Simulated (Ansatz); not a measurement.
# Dielectric response of KBr (001) films, part 2 of 5

Aim: the electronic and static ε of rocksalt KBr (001) from films of three thicknesses in a field.

Ansatz 0.2.0; plane-wave DFT, PBE, Ansatz PAW (the session's first sound run).

So far. Step 2 (Relaxing the film, 6 atoms, units 3): The gap is 4.39 eV, with the valence edge 5.99 eV and the conduction edge 1.60 eV under the upper vacuum level.

## 3. Single point on the relaxed film, 6 atoms, units 3

The film was relaxed beforehand; a single point on the relaxed positions gives its levels and potential.

input.yaml

```yaml
crystal:
  lattice:
    - [4.66690476, 0.0, 0.0]
    - [0.0, 4.66690476, 0.0]
    - [0.0, 0.0, 24.6]
  atoms:
    - { symbol: K, position: [0.5, 0.5, 0.3651266335] }
    - { symbol: Br, position: [0.0, 0.0, 0.362432242] }
    - { symbol: K, position: [0.0, 0.0, 0.5000000017] }
    - { symbol: Br, position: [0.5, 0.5, 0.4999999988] }
    - { symbol: K, position: [0.5, 0.5, 0.6348733692] }
    - { symbol: Br, position: [0.0, 0.0, 0.6375677547] }
kpoints:
  mp_grid: { grid: [6, 6, 1] }
hamiltonian:
  xc: pbe
scf:
  occupations: { method: fixed }
  convergence: { dr2_threshold: 1.0e-09 }
efield:
  axis: 3
  dipole_correction: true
  ramp_position: 0.97
  ramp_width: 0.06
output:
  eigenvalues: true
  write_potential: true
  write_density: true
  volumetric_format: npy
```

Command:

```bash
$ ansatz run input.yaml --threads 4 --pin off --max-ram 8192MiB --backend cpu --events-out ev --progress --plain --runs-dir out
```

Numbers of over 12 decimals in the logs are rounded to 6 here.

The program printed:

```text
[...]
Crystal: 6 atoms, lattice volume = 535.788 Å³
Basis set: ecut = 420 eV, 10419 PW (Γ)
Bands: 30, of which v1, the nominal top of the filled ones, is band 24 counted from 1 (23 counted from 0)
Symmetry: 8 space group operations
k-points: 10 of 36
[...]
SCF iter   1: F=—  HF=-12973.231381 eV  |F-HF|=—  |Δ(HF+E_count)|=         —  Δρ=2.70e-4  dr2=6.80e-4  ethr=1.77e-3  p=0.000 e·Å  D=3.10e-8 V/Å  ΔV_dip=-0.00 eV  dr2_dipole=3.58e-12  V_vac-E_F(+/−)=6.00/6.00 eV  ⟨swp⟩=6.1  Hψ=1206  notcnv=0  defer=34
[...]
SCF iter   8: F=-12973.232665 eV  HF=-12973.232665 eV  |F-HF|=4.37e-11  |Δ(HF+E_count)|=   4.73e-9  Δρ=8.57e-8  dr2=5.15e-11  ethr=1.00e-12  p=0.000 e·Å  D=4.94e-8 V/Å  ΔV_dip=-0.00 eV  dr2_dipole=3.50e-15  V_vac-E_F(+/−)=5.99/5.99 eV  ⟨swp⟩=3.2  Hψ=992  notcnv=0
SCF 1 converged in 8 iterations: F = -12973.232665 eV  dr2 = 5.15e-11
[...]
WARN: The output density's exchange-correlation potential varies sharply where the density is thin. Do not read a vacuum level from v_tot or v_xc, or from such a field of the output density. On a cell that repeats whose density bears no net charge and no dipole along the vacuum's axis use v_es (v_loc + v_h of the components); under efield.dipole_correction with no amplitude use v_es + v_field, which holds any externa [...]
SCF converged after 8 iterations
an eigenvalue changed by more than its tolerance at an iteration that met the thresholds in force, so the SCF went on 1 time: the last check found none over its tolerance
Free energy (F): -12973.232665 eV
[...]
Internal energy: -12973.232665 eV  (E = F + TS)
E sigma→0 (E₀):  -12973.232665 eV
Fermi energy:    -3.120859 eV
Dipole field:    D = 0.000000 V/Å  (p = 0.000000 e·Å, saw-weighted, corrected)
Work function:   Φ+ = 5.9886 eV   Φ− = 5.9886 eV
[...]
--- Band table (eV; the first three rows and the last of 10) ---
  k-point 0: bands = [... 20 lower, -3.1637, -3.1637, -3.1209, -3.1209, 1.2661, 1.7529, 2.5415, 2.8838, ... 2 higher]
  k-point 1: bands = [... 20 lower, -3.3252, -3.2170, -3.2092, -3.1758, 1.6395, 2.0118, 2.7511, 3.2032, ... 2 higher]
  k-point 2: bands = [... 20 lower, -3.3402, -3.2974, -3.2831, -3.2826, 2.4551, 2.6008, 3.2031, 3.7611, ... 2 higher]
  k-point 9: bands = [... 20 lower, -3.4821, -3.4821, -3.3192, -3.2109, 3.0220, 3.0220, 3.8090, 3.9520, ... 2 higher]
```

The job ended after 4.5 s (4 threads of Arm Neoverse V2, shared host; peak memory 0.76 GiB; 17 s of CPU time).

This step gave:

- dipole along the normal: 2.16e-9 e·Å

Running mean over 3.3 Å of the planar mean; the ramp of the sawtooth is left out. The electron's electrostatic potential energy less the highest filled level by z:

z (Å), electron's electrostatic potential energy less the highest filled level (eV) and a bar from the least value:
```
        4       5.99 ##############################
        5       5.98 ##############################
        6       5.90 ##############################
        7       4.45 #####################
        8       1.21 ###
        9       0.75 
       10       0.84 #
       11       0.89 #
       12       0.72 
       13       0.74 
       14       0.95 #
       15       0.76 
       16       0.80 
       17       2.20 ########
       18       5.48 ###########################
       19       5.96 ##############################
       20       5.99 ##############################
       21       5.99 ##############################
```

The gap is 4.39 eV, with the valence edge 5.99 eV and the conduction edge 1.60 eV under the upper vacuum level.

## 4. Single point, 6 atoms, units 3, field 0.05 V/Å

A sawtooth potential applies the field, turning back in the middle of the vacuum. With the dipole correction the typed value is the field outside the slab. The induced dipole is small, so the SCF threshold is tight.

Changes to input.yaml since step 3:

```diff
@@ -18,3 +18,3 @@
   occupations: { method: fixed }
-  convergence: { dr2_threshold: 1.0e-09 }
+  convergence: { dr2_threshold: 1.0e-10 }
 efield:
@@ -24,4 +24,4 @@
   ramp_width: 0.06
+  amplitude: 0.05
 output:
-  eigenvalues: true
   write_potential: true
```

The program printed:

```text
[...]
Crystal: 6 atoms, lattice volume = 535.788 Å³
Basis set: ecut = 420 eV, 10419 PW (Γ)
Bands: 30, of which v1, the nominal top of the filled ones, is band 24 counted from 1 (23 counted from 0)
Symmetry: 8 space group operations
k-points: 10 of 36
[...]
SCF iter   1: F=—  HF=-12974.151785 eV  |F-HF|=—  |Δ(HF+E_count)|=         —  Δρ=1.28e-2  dr2=2.79e0  ethr=3.10e-3  p=0.059 e·Å  D=1.99e-2 V/Å  ΔV_dip=-0.49 eV  dr2_dipole=4.31e-4  V_vac-E_F(+/−)=9.15/8.51 eV  ⟨swp⟩=5.6  Hψ=1179  notcnv=0  defer=36
[...]
SCF iter  10: F=-12973.233612 eV  HF=-12973.233612 eV  |F-HF|=1.13e-10  |Δ(HF+E_count)|=   2.29e-9  Δρ=1.43e-7  dr2=6.00e-11  ethr=1.00e-12  p=0.038 e·Å  D=1.28e-2 V/Å  ΔV_dip=-0.31 eV  dr2_dipole=2.41e-13  V_vac-E_F(+/−)=6.33/5.52 eV  ⟨swp⟩=13.5  Hψ=1751  notcnv=0
SCF 1 converged in 10 iterations: F = -12973.233612 eV  dr2 = 6.00e-11
[...]
SCF converged after 10 iterations
[...]
Free energy (F): -12973.233612 eV
[...]
Internal energy: -12973.233612 eV  (E = F + TS)
E sigma→0 (E₀):  -12973.233612 eV
Fermi energy:    -3.076373 eV
Dipole field:    D = 0.012787 V/Å  (p = 0.037861 e·Å, saw-weighted, corrected)
Work function:   not extracted (applied field tilts the vacuum); planar V_es + V_field profile in the machine report
[...]
--- Band table (eV; the first three rows and the last of 10) ---
  k-point 0: bands = [... 20 lower, -3.2058, -3.2058, -3.0764, -3.0764, 1.2495, 1.7578, 2.5145, 2.8794, ... 2 higher]
  k-point 1: bands = [... 20 lower, -3.2903, -3.2558, -3.2025, -3.1272, 1.6142, 2.0243, 2.7296, 3.1694, ... 2 higher]
  k-point 2: bands = [... 20 lower, -3.3699, -3.3549, -3.2480, -3.2248, 2.3897, 2.6545, 3.1984, 3.6633, ... 2 higher]
  k-point 9: bands = [... 20 lower, -3.4585, -3.4585, -3.3512, -3.1793, 3.0187, 3.0187, 3.7888, 3.9506, ... 2 higher]
```

Run time: 4.2 s. Hardware: 4 threads; peak memory 0.75 GiB; 16 s of CPU time.

This step gave:

- gap on the k-mesh: 4.326 eV
- dipole along the normal: 0.03786 e·Å

The dipole is 0.0379 e·Å, and the gap on the mesh 4.326 eV.

## 5. Single point, 6 atoms, units 3, field -0.05 V/Å

Changes to input.yaml since step 4:

```diff
@@ -24,3 +24,3 @@
   ramp_width: 0.06
-  amplitude: 0.05
+  amplitude: -0.05
 output:
```

The program printed:

```text
[...]
Crystal: 6 atoms, lattice volume = 535.788 Å³
Basis set: ecut = 420 eV, 10419 PW (Γ)
Bands: 30, of which v1, the nominal top of the filled ones, is band 24 counted from 1 (23 counted from 0)
Symmetry: 8 space group operations
k-points: 10 of 36
[...]
k-point 0: bands = [... 20 lower, -3.2058, -3.2058, -3.0764, -3.0764, 1.2495, 1.7578, 2.5145, 2.8794, ... 2 higher]
  k-point 1: bands = [... 20 lower, -3.2903, -3.2558, -3.2025, -3.1272, 1.6142, 2.0243, 2.7296, 3.1694, ... 2 higher]
  k-point 2: bands = [... 20 lower, -3.3699, -3.3549, -3.2480, -3.2248, 2.3897, 2.6545, 3.1984, 3.6633, ... 2 higher]
  k-point 9: bands = [... 20 lower, -3.4585, -3.4585, -3.3512, -3.1793, 3.0187, 3.0187, 3.7888, 3.9506, ... 2 higher]
[key lines of the parts left out:]
SCF converged after 10 iterations
Free energy (F): -12973.233612 eV
Fermi energy:    -3.076372 eV
Dipole field:    D = -0.012787 V/Å  (p = -0.037860 e·Å, saw-weighted, corrected)
```

Run time: 4.3 s. Hardware: 4 threads; peak memory 0.76 GiB.

The dipole is -0.0379 e·Å, and the gap on the mesh 4.326 eV.

## 6. Response with the atoms held, 6 atoms, units 3

This step: plane-wave DFT, PBE, Ansatz PAW; response to a field along the normal, atoms held (Ansatz 0.2.0).

The two fields give this film's response with the atoms held: the electronic part.

This step gave:

| Property | Result |
| --- | --- |
| equivalent conductor thickness p/(ε₀AE) | 6.291 Å |
| distance between the outer atoms | 6.768 Å |
| thickness | 9.9 Å |

Local field over the applied field, running mean. From the potentials at -0.05 and 0.05 V/Å; running mean over 3.3 Å, taken twice. Local field over applied field against z:

z (Å), local field over applied field and a bar from the least value:
```
      4.0      0.989 ##############################
      4.5      0.986 ##############################
      5.0      0.966 #############################
      5.5      0.931 ###########################
      6.0      0.878 ########################
      6.5      0.806 #####################
      7.0      0.723 #################
      7.5      0.637 ############
      8.0      0.556 ########
      8.5      0.488 #####
      9.0      0.439 ##
      9.5      0.408 #
     10.0      0.394 
     10.5      0.390 
     11.0      0.391 
     11.5      0.392 
     12.0      0.393 
     12.5      0.393 
     13.0      0.392 
     13.5      0.391 
     14.0      0.390 
     14.5      0.393 
     15.0      0.404 #
     15.5      0.431 ##
     16.0      0.477 ####
     16.5      0.541 ########
     17.0      0.620 ###########
     17.5      0.706 ################
     18.0      0.790 ####################
     18.5      0.865 ########################
     19.0      0.922 ##########################
     19.5      0.961 ############################
     20.0      0.983 ##############################
     20.5      0.993 ##############################
```

Electrons, planar mean, per unit field. Table of induced electron density by z:

| z (Å) | induced electron density (e/Å³ per V/Å) |
| --- | --- |
| 4.0 | 2.9e-6 |
| 4.5 | 9.0e-6 |
| 5.0 | 2.7e-5 |
| 5.5 | 7.9e-5 |
| 6.0 | 2.1e-4 |
| 6.5 | 5.5e-4 |
| 7.0 | 0.00126 |
| 7.5 | 0.00247 |
| 8.0 | 0.00317 |
| 8.5 | 0.00151 |
| 9.0 | -3.0e-5 |
| 9.5 | -0.00207 |
| 10.0 | -0.00265 |
| 10.5 | -6.5e-4 |
| 11.0 | 0.00166 |
| 11.5 | 0.00278 |
| 12.0 | 9.0e-4 |
| 12.5 | -5.2e-4 |
| 13.0 | -0.00262 |
| 13.5 | -0.00206 |
| 14.0 | 1.8e-4 |
| 14.5 | 0.00235 |
| 15.0 | 0.00250 |
| 15.5 | 2.7e-4 |
| 16.0 | -0.00106 |
| 16.5 | -0.00304 |
| 17.0 | -0.00271 |
| 17.5 | -0.00147 |
| 18.0 | -6.5e-4 |
| 18.5 | -2.6e-4 |
| 19.0 | -9.7e-5 |
| 19.5 | -3.4e-5 |
| 20.0 | -1.1e-5 |
| 20.5 | -3.6e-6 |

By hand: between -0.05 and 0.05 V/Å the dipole changes by 0.07572 e·Å, a slope of 0.7572 e·Å²/V. A perfect conductor of thickness t has p = ε₀AEt, so t = 180.95 × 0.7572 / 21.780 = 6.29 Å (e/ε₀ = 180.95 V·Å, A in Å²).

The induced dipole is that of a conductor 6.29 Å thick.

## 7. Field on, atoms free, 6 atoms, field 0.05 V/Å

This step: plane-wave DFT, PBE, Ansatz PAW (Ansatz 0.2.0).

Now the atoms may follow the field. A weak field makes forces of meV/Å to tens of meV/Å, so the force tolerance is set well below the usual one.

Changes to input.yaml since step 5:

```diff
@@ -24,3 +24,6 @@
   ramp_width: 0.06
-  amplitude: -0.05
+  amplitude: 0.05
+relax:
+  f_tol: 0.0006
+  max_steps: 70
 output:
```

The program printed:

```text
[...]
Crystal: 6 atoms, lattice volume = 535.788 Å³
Basis set: ecut = 420 eV, 10419 PW (Γ), exchange–correlation on 64×64×360 points (8 copies of the dense FFT grid, shifted against one another)
Bands: 30, of which v1, the nominal top of the filled ones, is band 24 counted from 1 (23 counted from 0)
Symmetry: 8 space group operations
k-points: 10 of 36
[...]
SCF iter   1: F=—  HF=-12974.151759 eV  |F-HF|=—  |Δ(HF+E_count)|=         —  Δρ=1.28e-2  dr2=2.79e0  ethr=3.10e-3  p=0.059 e·Å  D=1.99e-2 V/Å  ΔV_dip=-0.49 eV  dr2_dipole=4.31e-4  V_vac-E_F(+/−)=9.15/8.51 eV  ⟨swp⟩=5.6  Hψ=1179  notcnv=0  defer=36
[...]
SCF iter  10: F=-12973.233613 eV  HF=-12973.233613 eV  |F-HF|=1.02e-10  |Δ(HF+E_count)|=   2.26e-9  Δρ=1.32e-7  dr2=5.09e-11  ethr=1.00e-12  p=0.038 e·Å  D=1.28e-2 V/Å  ΔV_dip=-0.31 eV  dr2_dipole=4.16e-13  V_vac-E_F(+/−)=6.33/5.52 eV  ⟨swp⟩=6.0  Hψ=1806  notcnv=0
SCF 1 converged in 10 iterations: F = -12973.233613 eV  dr2 = 5.09e-11
[...]
relax step   1: F+E_penalty+E_count = -12973.23361295 eV  Δ(F+E_penalty+E_count) = +0.000e0 eV  max|allowed force component| = 2.221e-2 eV/Å  Δτ_max = 0.0000 Å  (10 SCF iters, accepted)
[...]
SCF iter   7: F=-12973.234054 eV  HF=-12973.234054 eV  |F-HF|=9.28e-11  |Δ(HF+E_count)|=  7.64e-10  Δρ=1.30e-7  dr2=5.52e-11  ethr=1.00e-12  p=0.052 e·Å  D=1.76e-2 V/Å  ΔV_dip=-0.43 eV  dr2_dipole=3.57e-15  V_vac-E_F(+/−)=6.30/5.61 eV  ⟨swp⟩=7.0  Hψ=1546  notcnv=0
SCF 2 converged in 7 iterations: F = -12973.234054 eV  dr2 = 5.52e-11
relax step   2: F+E_penalty+E_count = -12973.23405443 eV  Δ(F+E_penalty+E_count) = -4.415e-4 eV  max|allowed force component| = 1.012e-2 eV/Å  Δτ_max = 0.0085 Å  (7 SCF iters, accepted)
SCF iter   1: F=—  HF=-12973.234023 eV  |F-HF|=—  |Δ(HF+E_count)|=         —  Δρ=2.87e-5  dr2=4.87e-5  ethr=5.43e-7  p=0.052 e·Å  D=1.76e-2 V/Å  ΔV_dip=-0.43 eV  dr2_dipole=2.88e-5  V_vac-E_F(+/−)=6.30/5.61 eV  ⟨swp⟩=3.2  Hψ=593  notcnv=0  defer=40
[...]
SCF iter   7: F=-12973.234097 eV  HF=-12973.234097 eV  |F-HF|=7.28e-12  |Δ(HF+E_count)|=  8.37e-11  Δρ=4.31e-8  dr2=8.19e-12  ethr=1.00e-12  p=0.057 e·Å  D=1.93e-2 V/Å  ΔV_dip=-0.48 eV  dr2_dipole=2.65e-13  V_vac-E_F(+/−)=6.29/5.64 eV  ⟨swp⟩=6.0  Hψ=1506  notcnv=0
SCF 3 converged in 7 iterations: F = -12973.234097 eV  dr2 = 8.19e-12
relax step   3: F+E_penalty+E_count = -12973.23409689 eV  Δ(F+E_penalty+E_count) = -4.247e-5 eV  max|allowed force component| = 8.784e-4 eV/Å  Δτ_max = 0.0030 Å  (7 SCF iters, accepted)
SCF iter   1: F=—  HF=-12973.234003 eV  |F-HF|=—  |Δ(HF+E_count)|=         —  Δρ=4.08e-6  dr2=4.26e-7  ethr=1.28e-8  p=0.057 e·Å  D=1.93e-2 V/Å  ΔV_dip=-0.48 eV  dr2_dipole=6.22e-10  V_vac-E_F(+/−)=6.29/5.64 eV  ⟨swp⟩=2.0  Hψ=542  notcnv=0  defer=34
[...]
SCF iter   4: F=-12973.234097 eV  HF=-12973.234097 eV  |F-HF|=8.55e-11  |Δ(HF+E_count)|=  7.19e-10  Δρ=1.63e-7  dr2=9.04e-11  ethr=1.00e-12  p=0.057 e·Å  D=1.93e-2 V/Å  ΔV_dip=-0.48 eV  dr2_dipole=1.65e-14  V_vac-E_F(+/−)=6.29/5.64 eV  ⟨swp⟩=5.4  Hψ=1813  notcnv=0
SCF 4 converged in 4 iterations: F = -12973.234097 eV  dr2 = 9.04e-11
relax step   4: F+E_penalty+E_count = -12973.23409728 eV  Δ(F+E_penalty+E_count) = -3.848e-7 eV  max|allowed force component| = 1.914e-4 eV/Å  Δτ_max = 0.0004 Å  (4 SCF iters, accepted)
NSCF: frozen V_eff on 10 k-points
[...]
SCF converged after 4 iterations
[...]
Free energy (F): -12973.234097 eV
[...]
Internal energy: -12973.234097 eV  (E = F + TS)
E sigma→0 (E₀):  -12973.234097 eV
Fermi energy:    -3.113882 eV
Dipole field:    D = 0.019336 V/Å  (p = 0.057254 e·Å, saw-weighted, corrected)
Work function:   not extracted (applied field tilts the vacuum); planar V_es + V_field profile in the machine report
[...]
--- Forces (eV/Å), atoms counted from 1 ---
  atom   1  K      0.00000000     0.00000000    -0.00016066
  atom   2  Br    -0.00000000     0.00000000    -0.00011383
  atom   3  K      0.00000000     0.00000000     0.00018237
  atom   4  Br    -0.00000000     0.00000000     0.00019136
  atom   5  K      0.00000000     0.00000000    -0.00010017
  atom   6  Br     0.00000000     0.00000000     0.00000042
  max |Σ_I F_I| component: 5.11e-7 eV/Å
--- Band table (eV; the first three rows and the last of 10) ---
  k-point 0: bands = [... 20 lower, -3.1709, -3.1709, -3.1139, -3.1139, 1.2622, 1.7519, 2.5288, 2.8835, ... 2 higher]
  k-point 1: bands = [... 20 lower, -3.3212, -3.2177, -3.2155, -3.1674, 1.6334, 2.0123, 2.7406, 3.1907, ... 2 higher]
  k-point 2: bands = [... 20 lower, -3.3448, -3.3106, -3.2778, -3.2699, 2.4363, 2.6142, 3.1998, 3.7058, ... 2 higher]
  k-point 9: bands = [... 20 lower, -3.4795, -3.4795, -3.3228, -3.2076, 3.0216, 3.0216, 3.8051, 3.9519, ... 2 higher]
--- Relaxed structure (4 steps of the walk, 4 accepted, 0 SCFs on fresh bases) ---
  F+E_penalty+E_count = -12973.23409728 eV   max|allowed force component| = 1.914e-4 eV/Å
  atoms:
    - { symbol: K, position: [0.5, 0.5, 0.365491] }
    - { symbol: Br, position: [0, 0.0, 0.361990] }
    - { symbol: K, position: [0, 0.0, 0.500128] }
    - { symbol: Br, position: [0.5, 0.5, 0.499940] }
    - { symbol: K, position: [0.5, 0.5, 0.635282] }
    - { symbol: Br, position: [0, 0.0, 0.637170] }
```

It took 9.8 s on 4 threads; peak memory 0.74 GiB.

Relaxation path:

| step | energy less that of the first step (eV) | largest force component (eV/Å) |
| --- | --- | --- |
| 1 | 0.0000 | 0.0222 |
| 2 | -0.0004 | 0.0101 |
| 3 | -0.0005 | 0.0009 |
| 4 | -0.0005 | 0.0002 |

Forces are held to the 8 operations that the run works with; a distortion that breaks them can't arise in this run.

The atoms that moved most (Å):

| atom | dx | dy | dz | length |
| --- | --- | --- | --- | --- |
| Br2 | 0.000 | 0.000 | -0.011 | 0.011 |
| K5 | 0.000 | 0.000 | 0.010 | 0.010 |
| Br6 | 0.000 | 0.000 | -0.010 | 0.010 |
| K1 | 0.000 | 0.000 | 0.009 | 0.009 |

Final coordinates:

```xyz
6
Lattice="4.6669 0.0000 0.0000 0.0000 4.6669 0.0000 0.0000 0.0000 24.6000" Properties=species:S:1:pos:R:3
K     2.3335    2.3335    8.9911
Br    0.0000    0.0000    8.9049
K     0.0000    0.0000   12.3031
Br    2.3335    2.3335   12.2985
K     2.3335    2.3335   15.6279
Br    0.0000    0.0000   15.6744
```

This step gave:

* gap on the k-mesh: 4.376 eV
* dipole along the normal: 0.05725 e·Å

The relaxation took 4 steps and lowered the energy by 4.8e-4 eV; the largest force on the free atoms ends at 1.9e-4 eV/Å.

The dipole is 0.0573 e·Å, and the gap on the mesh 4.376 eV.

## 8. Field on, atoms free, 6 atoms, field -0.05 V/Å

The opposite sign, again from the field-free geometry; the difference of the two cancels what relaxes without a field.

Changes to input.yaml since step 7:

```diff
@@ -24,3 +24,3 @@
   ramp_width: 0.06
-  amplitude: 0.05
+  amplitude: -0.05
 relax:
```

The program printed:

```text
[...]
Crystal: 6 atoms, lattice volume = 535.788 Å³
Basis set: ecut = 420 eV, 10419 PW (Γ), exchange–correlation on 64×64×360 points (8 copies of the dense FFT grid, shifted against one another)
Bands: 30, of which v1, the nominal top of the filled ones, is band 24 counted from 1 (23 counted from 0)
Symmetry: 8 space group operations
k-points: 10 of 36
[...]
--- Relaxed structure (4 steps of the walk, 4 accepted, 0 SCFs on fresh bases) ---
  F+E_penalty+E_count = -12973.23409728 eV   max|allowed force component| = 1.914e-4 eV/Å
  atoms:
    - { symbol: K, position: [0.5, 0.5, 0.364718] }
    - { symbol: Br, position: [0, 0.0, 0.362830] }
    - { symbol: K, position: [0, 0.0, 0.499872] }
    - { symbol: Br, position: [0.5, 0.5, 0.500060] }
    - { symbol: K, position: [0.5, 0.5, 0.634509] }
    - { symbol: Br, position: [0, 0.0, 0.638010] }
[key lines of the parts left out:]
SCF converged after 4 iterations
Free energy (F): -12973.234097 eV
Fermi energy:    -3.113882 eV
Dipole field:    D = -0.019336 V/Å  (p = -0.057254 e·Å, saw-weighted, corrected)
```

It took 9.8 s on 4 threads; peak memory 0.73 GiB.

The steps of the relaxation:

| step | energy less that of the first step (eV) | largest force component (eV/Å) |
| --- | --- | --- |
| 1 | 0.0000 | 0.0222 |
| 2 | -0.0004 | 0.0101 |
| 3 | -0.0005 | 0.0009 |
| 4 | -0.0005 | 0.0002 |

Forces are held to the 8 operations that the run works with; a distortion that breaks them can't arise in this run.

The atoms that moved most (Å):

| atom | dx | dy | dz | length |
| --- | --- | --- | --- | --- |
| Br6 | 0.000 | 0.000 | 0.011 | 0.011 |
| K1 | 0.000 | 0.000 | -0.010 | 0.010 |
| Br2 | 0.000 | 0.000 | 0.010 | 0.010 |
| K5 | 0.000 | 0.000 | -0.009 | 0.009 |

Final coordinates:

```xyz
6
Lattice="4.6669 0.0000 0.0000 0.0000 4.6669 0.0000 0.0000 0.0000 24.6000" Properties=species:S:1:pos:R:3
K     2.3335    2.3335    8.9721
Br    0.0000    0.0000    8.9256
K     0.0000    0.0000   12.2969
Br    2.3335    2.3335   12.3015
K     2.3335    2.3335   15.6089
Br    0.0000    0.0000   15.6951
```

The relaxation took 4 steps and lowered the energy by 4.8e-4 eV; the largest force on the free atoms ends at 1.9e-4 eV/Å.

The dipole is -0.0573 e·Å, and the gap on the mesh 4.376 eV.

(Part 2 of 5 ends here.)

[Logs are printed without paths, hosts, clocks, repeated set-up lines and the standing remarks that a program may print on its own settings, such as how far it seeks lower states.]

[Hosts, paths, dates, database ids (printed as entryN), source tags and the programs' standing remarks are cut or masked in the printed files.]

[Maps of the electrostatic potential energy from Ansatz leave out the sawtooth potential of an applied field or a dipole correction, so their vacuum need not be flat; planar profiles and work functions include it.]
